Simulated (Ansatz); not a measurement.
**Lattice dynamics of W (Im-3m, 1 atom in the cell)**

Aim: the vibrations of W (Im-3m, 1 atom in the cell), their spectra, and whether the structure is stable.

Method: DFT PBEsol, scalar-relativistic, plane waves, PAW, in Ansatz 0.2.0.

## 1. The starting structure

Symmetry: Im-3m, No. 229, cubic system. The conventional cell has a = 3.165 Å, b = 3.165 Å, c = 3.165 Å, α = 90.00°, β = 90.00°, γ = 90.00°. W has 8 W at 2.74 Å nearest.

## 2. Bringing the structure to rest

Harmonic phonons are second derivatives at a point where the forces vanish, and they are wanted at zero stress, so atoms and cell are relaxed first.

File input.yaml:

```yaml
crystal:
  lattice:
    - [-1.582345, 1.582345, 1.582345]
    - [1.582345, -1.582345, 1.582345]
    - [1.582345, 1.582345, -1.582345]
  atoms:
    - { symbol: W, position: [0.0, 0.0, 0.0] }
kpoints:
  mp_grid: { grid: [18, 18, 18] }
hamiltonian:
  xc: pbesol
scf:
  occupations: { method: gaussian, width: 0.1 }
output:
  forces: true
  stress: true
  eigenvalues: true
  write_density: true
  write_potential: true
  elf: true
  volumetric_format: npy
relax:
  adjacent_minimum: "off"
  f_tol: 0.005
  max_steps: 80
  cell: { stress_tol: 0.05 }
```

The run is started by

```bash
$ ansatz run input.yaml --threads 4 --pin off --max-ram 7168MiB --backend cpu --events-out ev --progress --plain --runs-dir out
```

Numbers of over 12 decimals in the logs are rounded to 6 here.

Log:

```text
Engine: ansatz 0.2.0, aarch64-unknown-linux-gnu
Pseudopotentials: kind: paw
Pseudopotential: W, paw, valence charge 14, recommended cutoff 420 eV (normal), W.paw.azcp
Functional definition: PBEsol
  exchange = pbesol_x
  correlation = pbesol_c
Crystal: 1 atoms, lattice volume = 15.848 Å³
Basis set: ecut = 420 eV, 321 PW (Γ), exchange–correlation on 40×40×40 points (8 copies of the dense FFT grid, shifted against one another)
Bands: 11, of which v1, the nominal top of the filled ones, is band 7 counted from 1 (6 counted from 0)
Symmetry: 48 space group operations
Space group: Im-3m (ITA 229), of the structure as read, at distance tolerance 2.5e-5 Å
k-points: 195 of 5832
Non-local potential: W, projectors of the file, l = 0: 3, l = 1: 2, l = 2: 2, l = 3: 1
PAW form: soft (Blöchl's): semilocal exchange-correlation on the pseudo side does not see the compensation charge
PAW frozen core: W, regenerated for the run's functional, and the local potential with it (the file was generated under x = pbe(κ = 0.804, μ = 0.219515), c = pbe(β = 0.066725))
PAW one-centre angular grid: W, 590 points (default); XC on 64 Gauss nodes
Initial density: superposition of atomic densities (neutral atoms: chi_scale 0, normalization atom), corrected by the library's trained network
Initial wavefunctions: pseudopotential atomic-orbital guess
Functional: x = pbesol(κ = 0.804, μ = 0.123457), c = pbesol(β = 0.046)
SCF iter   1: F=—  HF=-10256.561219 eV  |F-HF|=—  |Δ(HF+E_count)|=         —  Δρ=1.91e-3  dr2=1.15e-4  ethr=1.77e-3  ⟨swp⟩=5.0  Hψ=11293  notcnv=0
preconditioner: auto → none  [metal: Δε(μ)=0.014 eV  Ē_g=9.058 eV  σ=0.100 eV  W_gap=0.08  n_scr=0 (ndim 8)  ℏωp=22.8 eV  f_vac=0.000  D(μ)=0.69/eV (n_scr^D=12)]
SCF iter   2: F=—  HF=-10256.561024 eV  |F-HF|=—  |Δ(HF+E_count)|=   1.96e-4  Δρ=1.01e-3  dr2=3.70e-5  ethr=8.20e-7  ⟨swp⟩=2.1  Hψ=4825  notcnv=0
SCF iter   3: F=—  HF=-10256.561066 eV  |F-HF|=—  |Δ(HF+E_count)|=   4.20e-5  Δρ=2.95e-4  dr2=1.23e-5  ethr=2.64e-7  ⟨swp⟩=2.0  Hψ=3266  notcnv=0
SCF iter   4: F=—  HF=-10256.561060 eV  |F-HF|=—  |Δ(HF+E_count)|=   5.48e-6  Δρ=9.41e-5  dr2=1.18e-6  ethr=8.81e-8  ⟨swp⟩=2.9  Hψ=3379  notcnv=0
iter 5 did not close the SCF: its close was put off for the readings that it lacked (scf_convergence_deferred on its scf_iter line)
SCF iter   5: F=-10256.561059 eV  HF=-10256.561060 eV  |F-HF|=4.65e-8  |Δ(HF+E_count)|=   5.56e-7  Δρ=2.18e-5  dr2=5.53e-8  ethr=8.46e-9  ⟨swp⟩=2.5  Hψ=3329  notcnv=0
SCF iter   6: F=-10256.561060 eV  HF=-10256.561060 eV  |F-HF|=2.49e-9  |Δ(HF+E_count)|=   2.48e-8  Δρ=5.00e-6  dr2=2.94e-9  ethr=3.95e-10  ⟨swp⟩=5.7  Hψ=11506  notcnv=0
SCF 1 converged in 6 iterations: F = -10256.561060 eV  dr2 = 2.94e-9
  greatest PAW one-centre occupation: 1.000 electrons in one spin orbital (limit 2), on the W atom at site 0 (counted from 0), in its partial waves of l = 0
relax step   1: F+E_penalty+E_count = -10256.56105950 eV  Δ(F+E_penalty+E_count) = +0.000e0 eV  max|allowed force component| = 0.000e0 eV/Å  Δτ_max = 0.0000 Å  P = -3.140 GPa  Ω = 15.848 Å³  (6 SCF iters, dr2 threshold 1.00e-7 eV, accepted)
Crystal: 1 atoms, lattice volume = 15.268 Å³
Initial density: handed on by an earlier stage of this run
Initial wavefunctions: those handed on with the density
iter 1 solved again at ethr=4.22e-7 eV; its pass at ethr=3.10e-3 eV (dr2=5.91e-5 eV) is discarded
SCF iter   1: F=—  HF=-10256.550454 eV  |F-HF|=—  |Δ(HF+E_count)|=         —  Δρ=1.33e-3  dr2=6.39e-5  ethr=4.22e-7  ⟨swp⟩=2.2  Hψ=16159  notcnv=0
preconditioner: auto → none  [metal: Δε(μ)=0.019 eV  Ē_g=9.416 eV  σ=0.100 eV  W_gap=0.11  n_scr=0 (ndim 8)  ℏωp=23.3 eV  f_vac=0.000  D(μ)=0.69/eV (n_scr^D=12)]
SCF iter   2: F=—  HF=-10256.550504 eV  |F-HF|=—  |Δ(HF+E_count)|=   5.07e-5  Δρ=6.56e-4  dr2=1.48e-5  ethr=4.22e-7  ⟨swp⟩=1.8  Hψ=2302  notcnv=0
SCF iter   3: F=—  HF=-10256.550525 eV  |F-HF|=—  |Δ(HF+E_count)|=   2.03e-5  Δρ=6.21e-5  dr2=3.56e-7  ethr=1.06e-7  ⟨swp⟩=2.0  Hψ=2340  notcnv=0
SCF iter   4: F=-10256.550524 eV  HF=-10256.550524 eV  |F-HF|=1.32e-9  |Δ(HF+E_count)|=   7.45e-8  Δρ=1.11e-5  dr2=4.51e-9  ethr=7.14e-10  ⟨swp⟩=9.5  Hψ=15081  notcnv=0
SCF 2 converged in 4 iterations: F = -10256.550524 eV  dr2 = 4.51e-9
relax step   2: F+E_penalty+E_count = -10256.55052448 eV  Δ(F+E_penalty+E_count) = +1.054e-2 eV  max|allowed force component| = 0.000e0 eV/Å  Δτ_max = 0.0000 Å  P = +9.491 GPa  Ω = 15.268 Å³  energy of the carried Pulay correction = +2.262e-4 eV  (4 SCF iters, dr2 threshold 1.00e-7 eV, rejected (line search))
Crystal: 1 atoms, lattice volume = 15.699 Å³
iter 1 solved again at ethr=4.37e-7 eV; its pass at ethr=3.10e-3 eV (dr2=6.11e-5 eV) is discarded
SCF iter   1: F=—  HF=-10256.562604 eV  |F-HF|=—  |Δ(HF+E_count)|=         —  Δρ=9.87e-4  dr2=3.74e-5  ethr=4.37e-7  ⟨swp⟩=2.2  Hψ=15381  notcnv=0
preconditioner: auto → none  [metal: Δε(μ)=0.015 eV  Ē_g=9.149 eV  σ=0.100 eV  W_gap=0.08  n_scr=0 (ndim 8)  ℏωp=23.0 eV  f_vac=0.000  D(μ)=0.69/eV (n_scr^D=0)]
SCF iter   2: F=—  HF=-10256.562632 eV  |F-HF|=—  |Δ(HF+E_count)|=   2.79e-5  Δρ=4.87e-4  dr2=8.50e-6  ethr=2.67e-7  ⟨swp⟩=1.6  Hψ=2292  notcnv=0
SCF iter   3: F=—  HF=-10256.562643 eV  |F-HF|=—  |Δ(HF+E_count)|=   1.12e-5  Δρ=4.91e-5  dr2=2.23e-7  ethr=6.07e-8  ⟨swp⟩=2.0  Hψ=2340  notcnv=0
SCF iter   4: F=—  HF=-10256.562643 eV  |F-HF|=—  |Δ(HF+E_count)|=   1.50e-7  Δρ=7.38e-6  dr2=2.09e-9  ethr=1.59e-9  ⟨swp⟩=2.0  Hψ=3242  notcnv=0
SCF iter   5: F=—  HF=-10256.562643 eV  |F-HF|=—  |Δ(HF+E_count)|=  2.66e-10  Δρ=4.51e-7  dr2=9.66e-12  ethr=1.00e-12  ⟨swp⟩=4.9  Hψ=10157  notcnv=0
SCF iter   6: F=-10256.562643 eV  HF=-10256.562643 eV  |F-HF|=0.00e0  |Δ(HF+E_count)|=  1.09e-11  Δρ=1.96e-8  dr2=3.20e-14  ethr=1.00e-12  ⟨swp⟩=5.0  Hψ=7577  notcnv=0
SCF 3 converged in 6 iterations: F = -10256.562643 eV  dr2 = 3.20e-14
relax step   3: F+E_penalty+E_count = -10256.56264330 eV  Δ(F+E_penalty+E_count) = -1.584e-3 eV  max|allowed force component| = 0.000e0 eV/Å  Δτ_max = 0.0000 Å  P = -0.138 GPa  Ω = 15.699 Å³  energy of the carried Pulay correction = +5.702e-5 eV  (6 SCF iters, accepted)
[...]
relax step   4: F+E_penalty+E_count = -10256.56264877 eV  Δ(F+E_penalty+E_count) = -5.475e-6 eV  max|allowed force component| = 0.000e0 eV/Å  Δτ_max = 0.0000 Å  P = +0.002 GPa  Ω = 15.693 Å³  energy of the carried Pulay correction = +5.963e-5 eV  (2 SCF iters, dr2 threshold 4.77e-8 eV, accepted)
Initial wavefunctions: pseudopotential atomic-orbital guess (no wavefunctions were taken with the density)
iter 1 solved again at ethr=4.49e-8 eV; its pass at ethr=3.10e-3 eV (dr2=6.29e-6 eV) is discarded
SCF iter   1: F=—  HF=-10256.562587 eV  |F-HF|=—  |Δ(HF+E_count)|=         —  Δρ=2.20e-5  dr2=1.34e-8  ethr=4.49e-8  ⟨swp⟩=3.0  Hψ=17443  notcnv=0
SCF iter   2: F=—  HF=-10256.562587 eV  |F-HF|=—  |Δ(HF+E_count)|=   2.32e-7  Δρ=1.01e-5  dr2=2.39e-9  ethr=9.55e-11  ⟨swp⟩=2.3  Hψ=3471  notcnv=0
SCF iter   3: F=—  HF=-10256.562587 eV  |F-HF|=—  |Δ(HF+E_count)|=  8.73e-10  Δρ=8.93e-7  dr2=2.27e-11  ethr=1.71e-11  ⟨swp⟩=3.0  Hψ=3482  notcnv=0
SCF iter   4: F=-10256.562587 eV  HF=-10256.562587 eV  |F-HF|=7.28e-12  |Δ(HF+E_count)|=  1.82e-11  Δρ=1.61e-7  dr2=8.55e-13  ethr=1.00e-12  ⟨swp⟩=6.0  Hψ=8851  notcnv=0
SCF 5 converged in 4 iterations: F = -10256.562587 eV  dr2 = 8.55e-13
relax step   5: F+E_penalty+E_count = -10256.56258746 eV  Δ(F+E_penalty+E_count) = +6.131e-5 eV  max|allowed force component| = 0.000e0 eV/Å  Δτ_max = 0.0000 Å  P = +0.002 GPa  Ω = 15.693 Å³  stress off target by 2.50e-3 GPa  SCF on the basis re-selected at this cell (its energy is not comparable with the rows above)  (4 SCF iters)
basis re-selected at this cell: Δ(F+E_penalty+E_count) = +6.131e-5 eV, ΔP = +0.000 GPa vs the last step (what re-selecting the basis moved, of the pressure what is left beyond the Pulay correction that the steps carried, after the strain that the cell walked since its last selection, with what the two solves' SCF thresholds leave and, on support functions, any second-order correction that the steps lacked; it is no measure of the basis error at this ecutwfc). This SCF's stress stands 2.50e-3 GPa from its target on what of the cell is left free (relax.cell.stress_tol is 5.00e-2 GPa) and its largest allowed force component is 0.00e0 eV/Å (relax.f_tol is 5.00e-3 eV/Å): [rest of the remark cut]
SCF converged after 4 iterations
Free energy (F): -10256.562587 eV
Harris-Foulkes:  -10256.562587 eV  (|F-HF|=7.28e-12)
Internal energy: -10256.559161 eV  (E = F + TS)
E sigma→0 (E₀):  -10256.560874 eV
Entropy (-TS):   -0.003426 eV (-3.426 meV/atom)
Fermi energy:    22.700114 eV
--- Per-component energies (eV) ---
  E_band       = -80.042720
  E_kinetic    = 450.741004
  E_local      = -594.148040  (includes V_loc(G=0)·N_el)
  E_nonlocal   = 3.033044
  E_hartree    = 213.195029
  E_xc         = -265.432484
  E_vxc        = -238.907838  (∫ρ·V_xc dr)
  E_paw        = -8436.080028  (= ΣΔE_a)
  E_vpaw       = -127.150899  (= ΣTr[D̂ρ^β])
  E_aug_tail   = -0.000058  (compensation charges beyond the density's cutoff)
  E_ewald      = -1628.089420
  E_core_change = 0.221792  (= ΣΔE_core)
  E_smearing   = -0.003426  (= −TS)
  E_closure    = 0.000000  (closes the sum)
  Σ components = -10256.562587   (vs F -10256.562587, Δ=0.00e0)
--- Forces (eV/Å), atoms counted from 1 ---
  atom   1  W     -0.00000000     0.00000000    -0.00000000
  max |Σ_I F_I| component: 1.01e-31 eV/Å
--- Stress (GPa, compression-positive) ---
        0.002496       0.000000      -0.000000
       -0.000000       0.002496      -0.000000
        0.000000      -0.000000       0.002496
  P = ⅓ Tr σ = 0.0025 GPa (0.025 kbar)
--- Band table (eV; the first three rows and the last of 195) ---
  k-point 0: bands = [... 3 lower, -14.9345, 13.0100, 21.4475, 21.4475, 21.4475, 24.9562, 24.9562, 37.2530]
  k-point 1: bands = [... 3 lower, -14.9347, 13.1622, 21.3549, 21.4277, 21.5948, 24.8058, 24.9576, 37.3832]
  k-point 2: bands = [... 3 lower, -14.9354, 13.6015, 21.0989, 21.3403, 22.0318, 24.4849, 24.9691, 37.7118]
  k-point 194: bands = [... 3 lower, -15.8713, 16.7720, 16.7720, 27.9508, 27.9508, 27.9508, 31.0385, 31.0385]
--- Relaxed structure (4 steps of the walk, 3 accepted, 1 SCFs on fresh bases) ---
  F+E_penalty+E_count = -10256.56258746 eV   max|allowed force component| = 0.000e0 eV/Å   (the final SCF, on the basis selected at the relaxed cell)
  cell:  # Å, volume = 15.6927 Å³
    - [-1.577174, 1.577174, 1.577174]
    - [1.577174, -1.577174, 1.577174]
    - [1.577174, 1.577174, -1.577174]
  atoms:
    - { symbol: W, position: [0.0, 0.0, 0.0] }
```

It took 3.6 s on 4 threads of Arm Neoverse V1, shared host; peak memory 0.32 GiB.

Step by step:

| step | energy less that of the first step (eV) | largest force component (eV/Å) | pressure (GPa) | volume (Å³) |
| --- | --- | --- | --- | --- |
| 1 | 0.0000 | 0.0000 | -3.14 | 15.85 |
| 2 | 0.0105 | 0.0000 | 9.49 | 15.27 |
| 3 | -0.0016 | 0.0000 | -0.14 | 15.70 |
| 4 | -0.0016 | 0.0000 | 0.00 | 15.69 |
| 5* | -0.0015 | 0.0000 | 0.00 | 15.69 |

Relaxation steps marked * repeat the geometry before them on a plane-wave basis chosen anew for their cell, so energy and pressure can jump there. Relaxation step 2 was tried and not accepted.

| conventional cell, symmetrised | before | after | change |
| --- | --- | --- | --- |
| a (Å) | 3.165 | 3.154 | -0.3 % |
| b (Å) | 3.165 | 3.154 | -0.3 % |
| c (Å) | 3.165 | 3.154 | -0.3 % |
| volume (Å³/atom) | 15.85 | 15.69 | -1.0 % |

Final coordinates:

```xyz
1
Lattice="-1.5772 1.5772 1.5772 1.5772 -1.5772 1.5772 1.5772 1.5772 -1.5772" Properties=species:S:1:pos:R:3 pbc="T T T"
W     0.0000    0.0000    0.0000
```

Numbers from this step:

* pressure: 0.002496 GPa
* volume per atom: 15.69 Å³
* gap on the k-mesh: 0 eV

Electrostatic potential energy in the ac plane of the conventional cell at fractional y = 0.000, with atoms of W within 0.2 Å of it. With pseudopotentials it is smooth inside the atoms' cores, unlike the true potential.

Ten even steps from '_' (-48 eV) to '@' (24 eV), each cell a mean:
```
____..==##@@@@@@@@%%**--..__
__..--++##@@@@@@@@%%##==::..
----++##%%@@@@@@@@@@%%**==--
****##%%@@@@@@@@@@@@@@%%##**
%%%%@@@@@@@@@@@@@@@@@@@@%%%%
@@@@@@@@@@@@@@@@@@@@@@@@@@@@
@@@@@@@@@@@@@@@@@@@@@@@@@@@@
@@@@@@@@@@@@@@@@@@@@@@@@@@@@
%%@@@@@@@@@@@@@@@@@@@@@@@@@@
**##%%%%@@@@@@@@@@@@@@%%####
--==**##%%@@@@@@@@@@%%##++==
..::--**%%@@@@@@@@@@##++--..
____::==##@@@@@@@@%%**--..__
____..--**%%@@@@@@%%**--____
```
Columns run along a (3.2 Å; values clipped at the 3rd and 97th percentile), rows up along c (3.2 Å), edges of the conventional cell, whose origin can differ from the input's. Atoms in or near the plane, at fractional coordinates: W at (0.00, 0.00).

ELF in the ac plane of the conventional cell at fractional y = 0.000, with atoms of W within 0.2 Å of it. It is the smooth field of the valence electrons, not physical close to the nuclei.

Ten even steps from '0' (0.09) to '9' (0.68), each cell a mean:
```
26972134313895
89962245423799
88643456532478
43334566653233
11245666665321
23456655566543
45666655566654
34566655566543
12345666665421
22234566654322
77533466543467
99952356423699
47972245313896
04972134214882
```
Columns run along a (3.2 Å), rows up along c (3.2 Å), edges of the conventional cell, whose origin can differ from the input's. Atoms in or near the plane, at fractional coordinates: W at (0.00, 0.00).

Valence density in the ac plane of the conventional cell at fractional y = 0.000, with atoms of W within 0.2 Å of it. It is the smooth field of the valence electrons, not physical close to the nuclei.

Values in e/Å³, 14 rows by 14 columns, each cell a mean:
```
4.7 5.1 4.3 2.2 0.8 0.4 0.3 0.3 0.3 0.4 1.1 2.8 4.8 5.1
5.0 4.7 3.3 1.6 0.7 0.4 0.3 0.3 0.3 0.4 0.8 2.1 3.9 4.8
3.1 2.7 1.7 0.9 0.5 0.3 0.3 0.3 0.3 0.4 0.5 1.1 2.1 2.8
1.2 1.0 0.7 0.5 0.4 0.3 0.3 0.3 0.3 0.3 0.4 0.5 0.8 1.1
0.5 0.4 0.4 0.4 0.3 0.3 0.3 0.3 0.3 0.3 0.3 0.4 0.4 0.4
0.3 0.3 0.3 0.3 0.3 0.3 0.3 0.3 0.3 0.3 0.3 0.3 0.3 0.3
0.3 0.3 0.3 0.3 0.3 0.3 0.3 0.3 0.3 0.3 0.3 0.3 0.3 0.3
0.3 0.3 0.3 0.3 0.3 0.3 0.3 0.3 0.3 0.3 0.3 0.3 0.3 0.3
0.4 0.4 0.3 0.3 0.3 0.3 0.3 0.3 0.3 0.3 0.3 0.3 0.4 0.4
0.9 0.8 0.6 0.4 0.4 0.3 0.3 0.3 0.3 0.3 0.4 0.5 0.7 0.8
2.4 2.1 1.4 0.7 0.4 0.3 0.3 0.3 0.3 0.4 0.5 0.9 1.6 2.2
4.6 4.1 2.8 1.4 0.6 0.3 0.3 0.3 0.3 0.4 0.7 1.7 3.3 4.3
4.9 5.2 4.1 2.1 0.8 0.4 0.3 0.3 0.3 0.4 1.0 2.7 4.7 5.1
4.0 4.9 4.6 2.4 0.9 0.4 0.3 0.3 0.3 0.5 1.2 3.1 5.0 4.7
```
Columns run along a (3.2 Å), rows up along c (3.2 Å), edges of the conventional cell, whose origin can differ from the input's. Atoms in or near the plane, at fractional coordinates: W at (0.00, 0.00).

In this step the volume went from 15.85 to 15.69 Å³/atom.

## 3. Tight relaxation

Phonons need a cell at rest on their own settings, so the relaxation is repeated with tight tolerances on forces and stress, using the mesh and the filling of the phonon run that follows.

File input.yaml:

```yaml
crystal:
  lattice:
    - [-1.5771737541, 1.5771737541, 1.5771737541]
    - [1.5771737541, -1.5771737541, 1.5771737541]
    - [1.5771737541, 1.5771737541, -1.5771737541]
  atoms:
    - { symbol: W, position: [0.0, 0.0, 0.0] }
kpoints:
  mp_grid: { grid: [20, 20, 20] }
hamiltonian:
  xc: pbesol
scf:
  occupations: { method: methfessel_paxton, width: 0.2 }
output:
  forces: true
  stress: true
  eigenvalues: true
relax:
  adjacent_minimum: "off"
  f_tol: 0.001
  max_steps: 60
  cell: { stress_tol: 0.01 }
```

Log:

```text
[...]
Crystal: 1 atoms, lattice volume = 15.693 Å³
Basis set: ecut = 420 eV, 321 PW (Γ), exchange–correlation on 40×40×40 points (8 copies of the dense FFT grid, shifted against one another)
Bands: 11, of which v1, the nominal top of the filled ones, is band 7 counted from 1 (6 counted from 0)
Symmetry: 48 space group operations
[...]
k-points: 256 of 8000
[...]
k-point 255: bands = [... 3 lower, -15.8761, 16.7733, 16.7733, 27.9487, 27.9487, 27.9487, 31.0422, 31.0422]
--- Relaxed structure (3 steps of the walk, 2 accepted, 1 SCFs on fresh bases) ---
[...]
cell:  # Å, volume = 15.6904 Å³
    - [-1.577097, 1.577097, 1.577097]
    - [1.577097, -1.577097, 1.577097]
    - [1.577097, 1.577097, -1.577097]
  atoms:
    - { symbol: W, position: [0.0, 0.0, 0.0] }
[key lines of the parts left out:]
SCF converged after 4 iterations
Free energy (F): -10256.569619 eV
Fermi energy:    22.764703 eV
P = ⅓ Tr σ = 0.0011 GPa (0.011 kbar)
```

It took 3.4 s on 4 threads; peak memory 0.33 GiB; 12 s of CPU time.

Little changed from the start: no atom moved by 0.005 Å and no cell edge by 0.1 %.

Numbers from this step:

```
pressure : 0.001057 GPa
```

The forces vanish by symmetry and the pressure is 0.001 GPa, within the tolerances set. The cell now holds 15.69 Å³/atom.

(Continued in part 2 of 2.)

[Logs are printed without paths, hosts, clocks, repeated set-up lines and the standing remarks that a program may print on its own settings, such as how far it seeks lower states.]

[Hosts, paths, dates, database ids (printed as entryN), source tags and the programs' standing remarks are cut or masked in the printed files.]
